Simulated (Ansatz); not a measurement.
## How many bands does the GW gap of AlGaAs2 (zincblende [001] superlattice) need?

Wanted: a G0W0 gap for AlGaAs2 (zincblende [001] superlattice) that is converged in bands and cutoff, or an estimate of the limit.

Calculated with Ansatz 0.2.0; G0W0 on PBEsol, plane waves, PAW.

**1. Set-up**

The cell holds 24 atoms: 6 Ga, 12 As and 6 Al. Its edges and angles: a = 4.012 Å, b = 4.012 Å, c = 33.928 Å, α = 90.0°, β = 90.0°, γ = 90.0°. It derives from GaAs. Regions: GaAs, 12 atoms (6 Ga and 6 As); AlAs, 12 atoms (6 Al and 6 As). The structure's axis is c.

The structure was relaxed with PBEsol. The runs that relaxed it are not among those shown. The default PAW set here is soft_2. Its files were made with PBE.

**2. 412 empty bands, screening to 48 eV**

G0W0 replaces the xc potential by the self-energy, built once from these orbitals. Only a window of levels is corrected, while the sums run over the empty bands that the input names.

input.yaml

```yaml
crystal:
  lattice:
    - [4.0116188033, 0.0, 0.0]
    - [0.0, 4.011633676, 0.0]
    - [0.0, 0.0, 33.9277027483]
  atoms:
    - { symbol: Ga, position: [0.0, 0.0, 0.0211749876] }
    - { symbol: As, position: [0.5, 0.0, 0.0627182764] }
    - { symbol: Ga, position: [0.5, 0.5, 0.1042460559] }
    - { symbol: As, position: [0.0, 0.5, 0.1457872286] }
    - { symbol: Ga, position: [0.0, 0.0, 0.187333534] }
    - { symbol: As, position: [0.5, 0.0, 0.2288788013] }
    - { symbol: Ga, position: [0.5, 0.5, 0.270423839] }
    - { symbol: As, position: [0.0, 0.5, 0.3119703057] }
    - { symbol: Ga, position: [0.0, 0.0, 0.3535113197] }
    - { symbol: As, position: [0.5, 0.0, 0.3950395134] }
    - { symbol: Ga, position: [0.5, 0.5, 0.4365828825] }
    - { symbol: As, position: [0.0, 0.5, 0.4782742975] }
    - { symbol: Al, position: [0.0, 0.0, 0.5199271283] }
    - { symbol: As, position: [0.5, 0.0, 0.5617091326] }
    - { symbol: Al, position: [0.5, 0.5, 0.603501562] }
    - { symbol: As, position: [0.0, 0.5, 0.6452984153] }
    - { symbol: Al, position: [0.0, 0.0, 0.6870879323] }
    - { symbol: As, position: [0.5, 0.0, 0.7288794014] }
    - { symbol: Al, position: [0.5, 0.5, 0.7706706768] }
    - { symbol: As, position: [0.0, 0.5, 0.8124604153] }
    - { symbol: Al, position: [0.0, 0.0, 0.8542570572] }
    - { symbol: As, position: [0.5, 0.0, 0.8960495688] }
    - { symbol: Al, position: [0.5, 0.5, 0.9378311232] }
    - { symbol: As, position: [0.0, 0.5, 0.9794839008] }
kpoints:
  mp_grid: { grid: [4, 4, 1] }
hamiltonian:
  xc: pbesol
scf:
  occupations: { method: fixed }
gw:
  n_empty_bands: 412
  ecut_chi: 48
  qp_bands: [v4, c4]
  qp_kpoints: band_edges
  screening: { model: contour_deformation }
```

On the command line:

```
> ansatz run input.yaml --threads 3 --pin off --max-ram 92160MiB --backend cuda --events-out ev --progress --plain --runs-dir out --devices 1 --max-vram 13GiB  # rebuilt from the run's record
```

Numbers of over 12 decimals in the logs are rounded to 6 here.

The program printed:

```text
Warning: the atoms were moved onto the symmetric positions of the space group found under crystal.symmetry.tolerance 1.0e-5 (fractional; no operation is sought that the atoms, as they stand in a round, miss by more than twice it, and no atom is moved by as much as it), and the run uses the moved positions. Before a round's move an operation carried an atom to 2.51e-5 Å from where it should land, the largest such dist [...]
GPUs: using 1 of 1 available (devices: 1).
Engine: ansatz 0.2.0, x86_64-unknown-linux-gnu
Pseudopotentials: kind: paw
Pseudopotential: Ga, paw, valence charge 13, recommended cutoff 420 eV (normal), Ga.paw.azcp
Pseudopotential: As, paw, valence charge 15, recommended cutoff 420 eV (normal), As.paw.azcp
Pseudopotential: Al, paw, valence charge 3, recommended cutoff 420 eV (normal), Al.paw.azcp
Functional definition: PBEsol
  exchange = pbesol_x
  correlation = pbesol_c
device memory: the entry about to start is reckoned to put 6.4 GiB on a device that reports 48.0 GiB free (of which the cap on the GPU budget leaves the run 13.0 GiB)
GPU FFT provider: cuFFT
GPU libraries: cuBLAS 13.8.2, cuFFT 12.4.0, cuSOLVER 12.3.4
Crystal: 24 atoms, lattice volume = 546.003 Å³
Basis set: ecut = 420 eV, 10617 PW (Γ)
Bands: 166, of which v1, the nominal top of the filled ones, is band 138 counted from 1 (137 counted from 0)
Symmetry: 8 space group operations
Space group: P-4m2 (ITA 115), of the structure as read, at distance tolerance 8.2e-5 Å
k-points: 6 of 16
Non-local potential: Ga, projectors of the file, l = 0: 2, l = 1: 2, l = 2: 3, l = 3: 1
Non-local potential: As, projectors of the file, l = 0: 2, l = 1: 2, l = 2: 3, l = 3: 1
Non-local potential: Al, projectors of the file, l = 0: 2, l = 1: 2, l = 2: 1
PAW form: soft (Blöchl's): semilocal exchange-correlation on the pseudo side does not see the compensation charge
PAW frozen core: Ga, regenerated for the run's functional, and the local potential with it (the file was generated under x = pbe(κ = 0.804, μ = 0.219515), c = pbe(β = 0.066725))
PAW frozen core: As, regenerated for the run's functional, and the local potential with it (the file was generated under x = pbe(κ = 0.804, μ = 0.219515), c = pbe(β = 0.066725))
PAW frozen core: Al, regenerated for the run's functional, and the local potential with it (the file was generated under x = pbe(κ = 0.804, μ = 0.219515), c = pbe(β = 0.066725))
PAW one-centre angular grid: Ga, 590 points (default); XC on 64 Gauss nodes
PAW one-centre angular grid: As, 590 points (default); XC on 64 Gauss nodes
PAW one-centre angular grid: Al, 110 points (default); XC on 64 Gauss nodes
Initial density: superposition of atomic densities (neutral atoms: chi_scale 0, normalization atom), corrected by the library's trained network
Initial wavefunctions: pseudopotential atomic-orbital guess
GPU buffer pool allocated for 174960 grid points (all kernels)
GPU transforms: local potential and band sums: pruned to the plane-wave sphere, on 27×27×225
Functional: x = pbesol(κ = 0.804, μ = 0.123457), c = pbesol(β = 0.046)
SCF iter   1: F=—  HF=-83371.247510 eV  |F-HF|=—  |Δ(HF+E_count)|=         —  Δρ=2.60e-3  dr2=6.27e-2  ethr=1.77e-3  ⟨swp⟩=4.5  Hψ=3091  notcnv=0  defer=143
preconditioner: auto → Resta (q_TF=auto, 2.435 Å⁻¹)  ε∞=3.6  [insulator: Δε(μ)=0.903 eV  Ē_g=12.357 eV  n_scr=154 (ndim 8)  ℏωp=19.8 eV  f_vac=0.039  ε∞_Penn≈3.6]
SCF iter   2: F=—  HF=-83371.222262 eV  |F-HF|=—  |Δ(HF+E_count)|=   2.52e-2  Δρ=1.40e-3  dr2=1.84e-2  ethr=2.27e-5  ⟨swp⟩=3.0  Hψ=1987  notcnv=0  defer=156
SCF iter   3: F=—  HF=-83371.221044 eV  |F-HF|=—  |Δ(HF+E_count)|=   1.22e-3  Δρ=5.79e-4  dr2=1.28e-2  ethr=6.66e-6  ⟨swp⟩=2.8  Hψ=1044  notcnv=0  defer=156
SCF iter   4: F=—  HF=-83371.220328 eV  |F-HF|=—  |Δ(HF+E_count)|=   7.16e-4  Δρ=2.46e-4  dr2=1.58e-3  ethr=4.63e-6  ⟨swp⟩=3.0  Hψ=1031  notcnv=0  defer=156
SCF iter   5: F=—  HF=-83371.220406 eV  |F-HF|=—  |Δ(HF+E_count)|=   7.80e-5  Δρ=1.01e-4  dr2=8.50e-5  ethr=5.72e-7  ⟨swp⟩=1.8  Hψ=1035  notcnv=0  defer=156
SCF iter   6: F=—  HF=-83371.220483 eV  |F-HF|=—  |Δ(HF+E_count)|=   7.70e-5  Δρ=4.25e-5  dr2=3.06e-5  ethr=3.08e-8  ⟨swp⟩=2.0  Hψ=1419  notcnv=0  defer=141
SCF iter   7: F=—  HF=-83371.220485 eV  |F-HF|=—  |Δ(HF+E_count)|=   1.48e-6  Δρ=1.33e-5  dr2=8.64e-7  ethr=1.11e-8  ⟨swp⟩=2.0  Hψ=1334  notcnv=0  defer=141
SCF iter   8: F=-83371.220486 eV  HF=-83371.220486 eV  |F-HF|=1.36e-8  |Δ(HF+E_count)|=   1.21e-6  Δρ=3.40e-6  dr2=5.47e-8  ethr=3.62e-11  ⟨swp⟩=10.2  Hψ=5038  notcnv=0
SCF 1 converged in 8 iterations: F = -83371.220486 eV  dr2 = 5.47e-8
  greatest PAW one-centre occupation: 0.999 electrons in one spin orbital (limit 2), on the As atom at site 5 (counted from 0), in its partial waves of l = 2
device memory: the entry about to start is reckoned to put 7.3 GiB (of the 7.6 GiB reckoned in all, the device holds 0.3 GiB already) on a device that reports 47.7 GiB free (of which the cap on the GPU budget leaves the run 12.7 GiB)
NSCF: frozen V_eff on 6 k-points
the band table was solved once the SCF had ended and its energy, with any forces and stress, was formed, with the checks that follow a solve (3498 applications of the Hamiltonian). They found nothing against the state; the energy, forces and stress were not computed again (output.eigenvalues in the input reference)
device memory: the entry about to start is reckoned to put 9.7 GiB on a device that reports 47.4 GiB free (of which the cap on the GPU budget leaves the run 13.0 GiB)
NSCF: frozen V_eff on 6 k-points
G₀W₀ screening: q 1/6
[... further progress lines ...]
device memory: the entry about to start is reckoned to put 1.7 GiB on a device that reports 44.2 GiB free (of which the cap on the GPU budget leaves the run 13.0 GiB)
NSCF: frozen V_eff on 1 k-points
device memory: the entry about to start is reckoned to put 1.7 GiB on a device that reports 43.5 GiB free (of which the cap on the GPU budget leaves the run 13.0 GiB)
NSCF: frozen V_eff on 1 k-points
device memory: the entry about to start is reckoned to put 1.7 GiB on a device that reports 43.6 GiB free (of which the cap on the GPU budget leaves the run 13.0 GiB)
NSCF: frozen V_eff on 1 k-points
SCF converged after 8 iterations
Free energy (F): -83371.220486 eV
Harris-Foulkes:  -83371.220486 eV  (|F-HF|=1.36e-8)
Internal energy: -83371.220486 eV  (E = F + TS)
E sigma→0 (E₀):  -83371.220486 eV
Fermi energy:    7.215206 eV
--- Per-component energies (eV) ---
  E_band       = -3557.799411
  E_kinetic    = 2076.872940
  E_local      = -66445.114563  (includes V_loc(G=0)·N_el)
  E_nonlocal   = -5398.739913
  E_hartree    = 33704.834480
  E_xc         = -1590.725232
  E_vxc        = -1473.894243  (∫ρ·V_xc dr)
  E_paw        = -35947.595692  (= ΣΔE_a)
  E_vpaw       = 273.429868  (= ΣTr[D̂ρ^β])
  E_aug_tail   = -0.000750  (compensation charges beyond the density's cutoff)
  E_ewald      = -9787.641601
  E_core_change = 16.889845  (= ΣΔE_core)
  E_smearing   = -0.000000  (= −TS)
  E_closure    = 0.000000  (closes the sum)
  Σ components = -83371.220486   (vs F -83371.220486, Δ=0.00e0)
--- Band table (eV; the first three rows and the last of 6) ---
  k-point 0: bands = [... 134 lower, 6.8495, 7.1447, 7.2152, 7.2152, 8.1435, 8.2790, 8.4702, 8.6806, ... 24 higher]
  k-point 1: bands = [... 134 lower, 6.5151, 6.6237, 6.7467, 6.9804, 8.8825, 8.9844, 9.0619, 9.1804, ... 24 higher]
  k-point 2: bands = [... 134 lower, 6.1524, 6.1571, 6.1845, 6.1862, 8.4598, 8.4831, 9.0798, 9.0963, ... 24 higher]
  k-point 5: bands = [... 134 lower, 4.6888, 4.6915, 4.6964, 4.6964, 8.3489, 8.3725, 8.9157, 8.9543, ... 24 higher]
--- G₀W₀: contour deformation, 7 samples at zero and on the imaginary axis and 1 off it, 16 q-points, 412 empty bands' worth ---
  eigenvalues of the whole cell's RPA ε∞ on this k-mesh (on a slab, of 1 + 4πα/V) = 14.0403, 19.3487, 19.3487; static W/v taken at q = 0 is 0.046816
  gw.qp_kpoints: band_edges: 4 of 6 stored k-points solved, in 1 pass; an edge of the gap read off the rows below is read off those points alone
    valence top: of the k-points left out ik 3 came nearest to being solved in a further pass, in band 138 (counted from 1, as in the quasiparticle table): it holds the edge there only if its correction is more favourable than any solved in that band by at least 1.049 eV; those differ by 0.199 eV
    conduction bottom: of the k-points left out ik 3 came nearest to being solved in a further pass, in band 139 (counted from 1, as in the quasiparticle table): it holds the edge there only if its correction is more favourable than any solved in that band by at least 0.968 eV; those differ by 0.534 eV
  `?` marks the rows in doubt; gw_qp.tsv's column doubts and the gw_qp event give each row's grounds
    ik  band        ε_KS         Σx   Σc(E_QP)       V_xc       Z   E_QP_lin       E_QP  E_QP is
     0   135      6.8495   -16.2085     1.7006   -14.4920  0.7639     6.8336     6.8336  root
     0   136      7.1447   -15.9485     1.2040   -14.8103  0.7717     7.2105     7.2106  root
     0   137      7.2152   -16.6625     1.5999   -15.0853  0.7682     7.2379     7.2379  root
     0   138      7.2152   -16.6625     1.5999   -15.0853  0.7682     7.2379     7.2379  root
     0   139      8.1435   -10.8944    -3.0166   -14.7397  0.7796     9.0081     8.9722  root ?
     0   140      8.2790    -6.0797    -3.5225    -9.9653  0.7797     8.6451     8.6421  root
     0   141      8.4702    -6.0716    -3.5722    -9.9700  0.7784     8.7990     8.7964  root
     0   142      8.6806    -6.8522    -3.5613   -10.7323  0.7815     9.0017     8.9993  root
     1   135      6.5151   -15.8716     1.5189   -14.3561  0.7649     6.5185     6.5185  root
     1   136      6.6237   -15.9344     1.8452   -14.0362  0.7630     6.5706     6.5707  root
     1   137      6.7467   -16.3397     1.7814   -14.5413  0.7629     6.7297     6.7297  root
     1   138      6.9804   -16.6399     1.7081   -14.9446  0.7656     6.9931     6.9931  root
     1   139      8.8825    -9.7063    -3.3105   -13.7374  0.7762     9.6224     9.6030  root
     1   140      8.9844    -9.4622    -3.3577   -13.5059  0.7759     9.6869     9.6704  root
     1   141      9.0619    -6.4228    -3.6661   -10.4986  0.7760     9.4760     9.4716  root
     1   142      9.1804    -8.7685    -3.5020   -12.9061  0.7731     9.8312     9.8160  root
     2   135      6.1524   -16.3125     1.9875   -14.2806  0.7568     6.1080     6.1081  root
     2   136      6.1571   -15.8239     1.7382   -14.0419  0.7613     6.1133     6.1133  root
     2   137      6.1845   -16.3392     1.9870   -14.3146  0.7572     6.1469     6.1469  root
     2   138      6.1862   -16.3552     1.9872   -14.3306  0.7572     6.1488     6.1489  root
     2   139      8.4598    -9.5393    -3.2570   -13.4745  0.7790     9.1530     9.1379  root
     2   140      8.4831    -9.5337    -3.2597   -13.4671  0.7789     9.1716     9.1568  root
     2   141      9.0798    -9.4886    -3.4062   -13.5702  0.7713     9.7676     9.7552  root
     2   142      9.0963    -9.4454    -3.4119   -13.5294  0.7715     9.7811     9.7684  root
     5   135      4.6888   -15.3730     2.3342   -12.8641  0.7388     4.5133     4.5142  root
     5   136      4.6915   -15.3880     2.3335   -12.8873  0.7383     4.5235     4.5243  root
     5   137      4.6964   -15.3946     2.3321   -12.8861  0.7396     4.5192     4.5201  root
     5   138      4.6964   -15.3946     2.3321   -12.8861  0.7396     4.5192     4.5201  root
     5   139      8.3489    -5.8271    -3.4382    -9.5604  0.7828     8.6458     8.6440  root
     5   140      8.3725    -5.8578    -3.4426    -9.5921  0.7828     8.6660     8.6642  root
     5   141      8.9157    -6.2470    -3.5289   -10.0963  0.7772     9.2408     9.2360  root
     5   142      8.9543    -6.3177    -3.5374   -10.1708  0.7776     9.2745     9.2700  root
```

It took 41 s on 1 × NVIDIA H100 80GB HBM3 (shared by 6 runs) with 3 threads of AMD EPYC 7R13 (Zen 3), shared host; peak memory 2.2 GiB; 46 s of CPU time.

In the SCF lines HF is the Harris–Foulkes energy and dr2 the Hartree energy of the density residual, in eV; the loop may stop once dr2 is under the threshold and the program's other checks hold. Hψ counts applications of the Hamiltonian.

Numbers from this step:

* bands summed: 550
* RPA ε∞ on this mesh (eigenvalues): 14.04, 19.35, 19.35
* plane waves in the screening matrix: 427
* q-points in the mesh: 16
* G0W0 gap on the mesh: 1.404 eV
* k of the valence top: 0, 0, 0
* k of the conduction bottom: 0, 0, 0
* starting gap on the mesh: 0.9283 eV
* Z at the valence top: 0.7682
* Z at the conduction bottom: 0.7797
* least direct G0W0 gap on the computed points: 1.404 eV

The gap on the mesh goes from 0.93 eV to 1.40 eV, a correction of +0.48 eV, though a band edge has moved to another state.

**3. 1629 empty bands, screening to 120 eV**

Another rung: the empty bands reach about as high as the screening cutoff, so the two stay in balance.

input.yaml: that of step 2 with these lines changed.

```diff
@@ -37,4 +37,4 @@
 gw:
-  n_empty_bands: 412
-  ecut_chi: 48
+  n_empty_bands: 1629
+  ecut_chi: 120.0
   qp_bands: [v4, c4]
```

The program printed:

```text
[...]
GPUs: using 1 of 1 available (devices: 1).
[...]
GPU FFT provider: cuFFT
GPU libraries: cuBLAS 13.8.2, cuFFT 12.4.0, cuSOLVER 12.3.4
Crystal: 24 atoms, lattice volume = 546.003 Å³
Basis set: ecut = 420 eV, 10617 PW (Γ)
Bands: 166, of which v1, the nominal top of the filled ones, is band 138 counted from 1 (137 counted from 0)
[... 1 set-up line as in the run before ...]
[...]
k-points: 6 of 16
[...]
GPU buffer pool allocated for 174960 grid points (all kernels)
[...]
SCF iter   1: F=—  HF=-83371.247510 eV  |F-HF|=—  |Δ(HF+E_count)|=         —  Δρ=2.60e-3  dr2=6.27e-2  ethr=1.77e-3  ⟨swp⟩=4.5  Hψ=3091  notcnv=0  defer=143
[...]
SCF iter   8: F=-83371.220486 eV  HF=-83371.220486 eV  |F-HF|=1.36e-8  |Δ(HF+E_count)|=   1.21e-6  Δρ=3.40e-6  dr2=5.47e-8  ethr=3.62e-11  ⟨swp⟩=10.2  Hψ=5038  notcnv=0
SCF 1 converged in 8 iterations: F = -83371.220486 eV  dr2 = 5.47e-8
[...]
NSCF: frozen V_eff on 6 k-points
[...]
G₀W₀ screening: q 1/6
[... further progress lines ...]
[...]
SCF converged after 8 iterations
Free energy (F): -83371.220486 eV
[...]
Internal energy: -83371.220486 eV  (E = F + TS)
E sigma→0 (E₀):  -83371.220486 eV
Fermi energy:    7.215206 eV
[...]
--- Band table (eV; the first three rows and the last of 6) ---
  k-point 0: bands = [... 134 lower, 6.8495, 7.1447, 7.2152, 7.2152, 8.1435, 8.2790, 8.4702, 8.6806, ... 24 higher]
  k-point 1: bands = [... 134 lower, 6.5151, 6.6237, 6.7467, 6.9804, 8.8825, 8.9844, 9.0619, 9.1804, ... 24 higher]
  k-point 2: bands = [... 134 lower, 6.1524, 6.1571, 6.1845, 6.1862, 8.4598, 8.4831, 9.0798, 9.0963, ... 24 higher]
  k-point 5: bands = [... 134 lower, 4.6888, 4.6915, 4.6964, 4.6964, 8.3489, 8.3725, 8.9157, 8.9543, ... 24 higher]
[...]
0   135      6.8495   -16.2085     1.2328   -14.4920  0.7595     6.3582     6.3657  root
     0   136      7.1447   -15.9485     0.7087   -14.8103  0.7667     6.7113     6.7152  root
     0   137      7.2152   -16.6625     1.1151   -15.0853  0.7635     6.7480     6.7532  root
     0   138      7.2152   -16.6625     1.1151   -15.0853  0.7635     6.7480     6.7532  root
     0   139      8.1435   -10.8944    -3.4878   -14.7397  0.7772     8.5035     8.5011  root
     0   140      8.2790    -6.0797    -3.7480    -9.9653  0.7788     8.4169     8.4165  root
     0   141      8.4702    -6.0716    -3.7899    -9.9700  0.7776     8.5788     8.5785  root
     0   142      8.6806    -6.8522    -3.8021   -10.7323  0.7810     8.7587     8.7585  root
[...]
5   139      8.3489    -5.8271    -3.6459    -9.5604  0.7821     8.4365     8.4363  root
     5   140      8.3725    -5.8578    -3.6479    -9.5921  0.7821     8.4591     8.4589  root
     5   141      8.9157    -6.2470    -3.7646   -10.0963  0.7763     9.0004     9.0002  root
     5   142      8.9543    -6.3177    -3.7698   -10.1708  0.7767     9.0378     9.0375  root
```

Run time: 2.9 min. Hardware: 1 × NVIDIA H100 80GB HBM3 (shared by 6 runs) with 3 threads; peak memory 6.1 GiB.

Numbers from this step:

| Quantity | Value |
| --- | --- |
| bands summed | 1767 |
| RPA ε∞ on this mesh (eigenvalues) | 13.75, 18.91, 18.91 |
| plane waves in the screening matrix | 1609 |
| q-points in the mesh | 16 |
| G0W0 gap on the mesh | 1.663 eV |
| k of the valence top | 0, 0, 0 |
| k of the conduction bottom | 0, 0, 0 |
| starting gap on the mesh | 0.9283 eV |
| Z at the valence top | 0.7635 |
| Z at the conduction bottom | 0.7788 |
| least direct G0W0 gap on the computed points | 1.663 eV |

Against the run with 4×4×1 mesh, 412 empty bands, screening to 48 eV, the gap moves by +0.26 eV.

**4. The runs together**

Times are wall times on 1 × NVIDIA H100 80GB HBM3 (shared by 6 runs) with 3 threads of AMD EPYC 7R13 (Zen 3), shared host, good to a factor of about two.

```csv
mesh,files,frequency,bands summed,cutoff (eV),start (eV),G0W0 (eV),time,host memory (GiB)
4×4×1,default PAW,contour deformation,550,48,0.928,1.404,41 s,2.2
4×4×1,default PAW,contour deformation,1767,120,0.928,1.663,2.9 min,6.1
```

The parts of the quasiparticle energy at the two band edges (eV; QP = start + Σx + Σc − Vxc):

```csv
run,edge,start,Σx,Σc,Vxc,Z,QP
550 bands,valence top,7.22,-16.66,1.60,-15.09,0.77,7.24
550 bands,conduction bottom,8.28,-6.08,-3.52,-9.97,0.78,8.64
1767 bands,valence top,7.22,-16.66,1.12,-15.09,0.76,6.75
1767 bands,conduction bottom,8.28,-6.08,-3.75,-9.97,0.78,8.42
```

 Where G0W0 reorders the edges (550 bands and 1767 bands), the two states listed lie further apart at the start than the starting gap.

**5. Outcome**

```json
{"550 bands, 48 eV": "1.404 eV", "1767 bands, 120 eV": "1.663 eV", "mesh and start": "4×4×1, PBEsol"}
```

In words: From 550 to 1767 bands the gap moves by +0.26 eV while the time grows 4.2-fold. Σc changes by −0.48 eV at the valence top and −0.23 eV at the conduction bottom, so the valence edge carries most of the change. The states at the edges change along the series or lie close to crossing, so no limit is drawn from it. The 4×4×1 mesh is coarse for this cell (its supercell is 16 Å along the shortest edge). The RPA ε∞ on it, from the PBEsol start, is 13.75 and 18.91; such meshes misread the long-range screening, most where the gap is narrow. The many-body steps are scalar-relativistic: spin-orbit coupling is not in them.

[Paths, hosts, dates, memory and timing lines, banners, echoed tables and standing remarks are left out of the program output.]

[Logs are printed without paths, hosts, clocks, repeated set-up lines and the standing remarks that a program may print on its own settings, such as how far it seeks lower states.]

[Runs of the session that timed out or met a known fault of the program may be left out.]

[Cells called generated may have been cut or substituted from an entry of the Crystallography Open Database or the Materials Project.]

[Hosts, paths, dates, database ids (printed as entryN), source tags and the programs' standing remarks are cut or masked in the printed files.]
